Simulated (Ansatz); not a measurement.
# C (Fd-3m, 2 atoms in the cell): zone-centre modes against carrier density, part 2 of 2

Aim: how far do free carriers move the optical modes of C (Fd-3m, 2 atoms in the cell)?

Ansatz 0.2.0; DFT LDA, scalar-relativistic, plane waves, PAW; PAW set soft_1.

So far, highest optical mode at the zone centre (no LO-TO term) (cm⁻¹): step 6 (zone-centre modes of the member: no carriers) 1323. The relaxed cell has a = 3.531 Å (conventional setting).

### Step 8. Zone-centre modes of the member: 15 × 10²⁰ electrons per cm³

The zone-centre modes follow for 15 × 10²⁰ electrons per cm³.

input.yaml

```yaml
crystal:
  lattice:
    - [0.0, 1.7657332854, 1.7657332854]
    - [1.7657332854, 0.0, 1.7657332854]
    - [1.7657332854, 1.7657332854, 0.0]
  atoms:
    - { symbol: C, position: [0.5, 0.5, 0.5] }
    - { symbol: C, position: [0.75, 0.75, 0.75] }
total_charge: -0.016516
kpoints:
  mp_grid: { grid: [42, 42, 42] }
hamiltonian:
  xc: lda
  pseudopotentials: { kind: paw, azcp: { folder: soft_1 }, xc_functional: pbe }
scf:
  occupations: { method: fermi_dirac, width: 0.03 }
output:
  eigenvalues: true
phonons:
  method: dfpt
```

Launch:

```bash
ansatz run input.yaml --threads 8 --pin off --max-ram 16384MiB --backend cpu --events-out ev --progress --plain --runs-dir out
```

Numbers of over 12 decimals in the logs are rounded to 6 here.

The log of the run:

```text
[...]
Crystal: 2 atoms, lattice volume = 11.010 Å³
Basis set: ecut = 420 eV, 181 PW (Γ), exchange–correlation on 40×40×40 points (8 copies of the dense FFT grid, shifted against one another)
Bands: 9, of which v1, the nominal top of the filled ones, is band 4 counted from 1 (3 counted from 0)
Symmetry: 48 space group operations
k-points: 5214 of 74088 (irreducible under 8 space group operations, time reversal used)
[...]
Free energy (F): -485.693830 eV
[...]
Internal energy: -485.693545 eV  (E = F + TS)
E sigma→0 (E₀):  -485.693687 eV
Entropy (-TS):   -0.000285 eV (-0.143 meV/atom)
Fermi energy:    18.063081 eV
[...]
--- Band table (eV; the first three rows and the last of 5214) ---
[...]
ASR residual: 3.775e-5 → 0.000e0 eV/Å²; symmetrization residual: 9.926e-14 eV/Å²
  ASR residual per site (eV/Å²): 3.77e-5 3.77e-5
  Γ frequencies (cm⁻¹): 0.00 0.00 0.00 1312.21 1312.21 1312.21
[...]
[key lines of the parts left out:]
SCF converged after 6 iterations
```

Elapsed: 24 s, on 8 threads of Intel Xeon at 2.70GHz, shared host; peak memory 1.8 GiB; 2.1 min of CPU time.

This step gave:

| Quantity | Value |
| --- | --- |
| sum-rule residual before enforcement | 3.77e-5 eV/Å² |
| highest optical mode at the zone centre (no LO-TO term) | 1312 cm⁻¹ |
| lowest optical zone-centre mode | 1312 cm⁻¹ |

Patterns of degenerate modes are one choice out of their space. Modes at Γ:

| mode | frequency (cm⁻¹) | symmetry |
| --- | --- | --- |
| 1 | 0.0 | acoustic |
| 2 | 0.0 | acoustic |
| 3 | 0.0 | acoustic |
| 4 | 1312.2 | T2g |
| 5 | 1312.2 | T2g |
| 6 | 1312.2 | T2g |

The optical mode lies at 1312.2 cm⁻¹.

The highest mode in this list at Γ lies at 1312.2 cm⁻¹.

### Step 9. A check on a coarser mesh: 2 × 10²⁰ electrons per cm³

To see what the mesh is worth, the run for 2 × 10²⁰ electrons per cm³ is repeated on 34×34×34 points.

input.yaml, as its differences from that of step 8:

```diff
@@ -8,5 +8,5 @@
     - { symbol: C, position: [0.75, 0.75, 0.75] }
-total_charge: -0.016516
+total_charge: -0.002202
 kpoints:
-  mp_grid: { grid: [42, 42, 42] }
+  mp_grid: { grid: [34, 34, 34] }
 hamiltonian:
```

The log of the run:

```text
[...]
Crystal: 2 atoms, lattice volume = 11.010 Å³
Basis set: ecut = 420 eV, 181 PW (Γ), exchange–correlation on 40×40×40 points (8 copies of the dense FFT grid, shifted against one another)
Bands: 9, of which v1, the nominal top of the filled ones, is band 4 counted from 1 (3 counted from 0)
Symmetry: 48 space group operations
k-points: 2844 of 39304 (irreducible under 8 space group operations, time reversal used)
[...]
Free energy (F): -485.951218 eV
[...]
Internal energy: -485.951099 eV  (E = F + TS)
E sigma→0 (E₀):  -485.951158 eV
Entropy (-TS):   -0.000119 eV (-0.059 meV/atom)
Fermi energy:    17.872075 eV
[...]
--- Band table (eV; the first three rows and the last of 2844) ---
[...]
ASR residual: 4.544e-5 → 0.000e0 eV/Å²; symmetrization residual: 9.606e-14 eV/Å²
  ASR residual per site (eV/Å²): 4.54e-5 4.54e-5
  Γ frequencies (cm⁻¹): 0.00 0.00 0.00 1321.25 1321.25 1321.25
[...]
[key lines of the parts left out:]
SCF converged after 6 iterations
```

Wall time 15 s (8 threads); peak memory 1.1 GiB.

This step gave:

| Quantity | Value |
| --- | --- |
| sum-rule residual before enforcement | 4.54e-5 eV/Å² |
| highest optical mode at the zone centre (no LO-TO term) | 1321 cm⁻¹ |
| lowest optical zone-centre mode | 1321 cm⁻¹ |

The highest mode comes at 1321.2 cm⁻¹, against 1321.3 cm⁻¹ on 42×42×42 points.

### Step 10. A check on a coarser mesh: 10 × 10²⁰ electrons per cm³

To see what the mesh is worth, the run for 10 × 10²⁰ electrons per cm³ is repeated on 34×34×34 points.

input.yaml, as its differences from that of step 9:

```diff
@@ -8,3 +8,3 @@
     - { symbol: C, position: [0.75, 0.75, 0.75] }
-total_charge: -0.002202
+total_charge: -0.01101
 kpoints:
```

The log of the run:

```text
[...]
Crystal: 2 atoms, lattice volume = 11.010 Å³
Basis set: ecut = 420 eV, 181 PW (Γ), exchange–correlation on 40×40×40 points (8 copies of the dense FFT grid, shifted against one another)
Bands: 9, of which v1, the nominal top of the filled ones, is band 4 counted from 1 (3 counted from 0)
Symmetry: 48 space group operations
k-points: 2844 of 39304 (irreducible under 8 space group operations, time reversal used)
[...]
Free energy (F): -485.793157 eV
[...]
Internal energy: -485.792937 eV  (E = F + TS)
E sigma→0 (E₀):  -485.793047 eV
Entropy (-TS):   -0.000220 eV (-0.110 meV/atom)
Fermi energy:    18.005637 eV
[...]
--- Band table (eV; the first three rows and the last of 2844) ---
[...]
ASR residual: 4.014e-5 → 0.000e0 eV/Å²; symmetrization residual: 9.580e-14 eV/Å²
  ASR residual per site (eV/Å²): 4.01e-5 4.01e-5
  Γ frequencies (cm⁻¹): 0.00 0.00 0.00 1315.84 1315.84 1315.84
[...]
[key lines of the parts left out:]
SCF converged after 6 iterations
```

The job ended after 14 s (8 threads; peak memory 1.1 GiB; 70 s of CPU time).

Numbers from this step:

* sum-rule residual before enforcement: 4.01e-5 eV/Å²
* highest optical mode at the zone centre (no LO-TO term): 1316 cm⁻¹
* lowest optical zone-centre mode: 1316 cm⁻¹

The highest mode comes at 1315.8 cm⁻¹, against 1315.7 cm⁻¹ on 42×42×42 points.

### Step 11. The series together

The members are set side by side, also those not shown above.

Electrons count positive and holes negative; without the LO-TO term; modes are tracked from the neutral crystal by their patterns, and those within 0.3 cm⁻¹ of each other stand once; the cell of the neutral crystal is kept and the atoms are relaxed where symmetry leaves them free; all runs use 42×42×42 k points and Fermi-Dirac smearing of 0.03 eV. Optical modes along the series:

```
carriers (10²⁰ cm⁻³)  mode 4 T2g (cm⁻¹)
                   0               1323
                   1               1322
                   2               1321
                   4               1320
                   6               1319
                  10               1316
                  15               1312
```

### Step 12. Summary of results

| Property | Result |
| --- | --- |
| members | 7 |
| mode | mode 4 T2g |
| its frequency without carriers | 1322.59 cm⁻¹ |
| its frequency at 15 × 10²⁰ cm⁻³ | 1312.21 cm⁻¹ |

What this shows: At 15 × 10²⁰ electrons per cm³ the optical mode has moved by -10.38 cm⁻¹ from 1322.59 cm⁻¹. At 2 and 10 × 10²⁰ cm⁻³ the coarser mesh moves the optical modes by up to 0.14 cm⁻¹, a measure of the error left by the mesh there. The response is adiabatic: the carriers follow the ions at once. Where they cannot, as for a zone-centre mode faster than their scattering, measured shifts differ, and line shapes are not given here. The background stands for dopants without their size, scattering or local bonds, and the cell is that of the neutral crystal, although carriers also change the volume at rest, which would shift the modes as well. These are harmonic frequencies of a static lattice, with warm electrons: anharmonic shifts, linewidths and thermal expansion are left out. The PAW files were made for PBE; the program adapts parts of them to the functional of the run, but their partial waves stay those of PBE, an approximation that was not tested in this session. Only the zone centre was solved, so an instability at another wavevector cannot show here.

[Logs are printed without paths, hosts, clocks, repeated set-up lines and the standing remarks that a program may print on its own settings, such as how far it seeks lower states.]

[Hosts, paths, dates, database ids (printed as entryN), source tags and the programs' standing remarks are cut or masked in the printed files.]
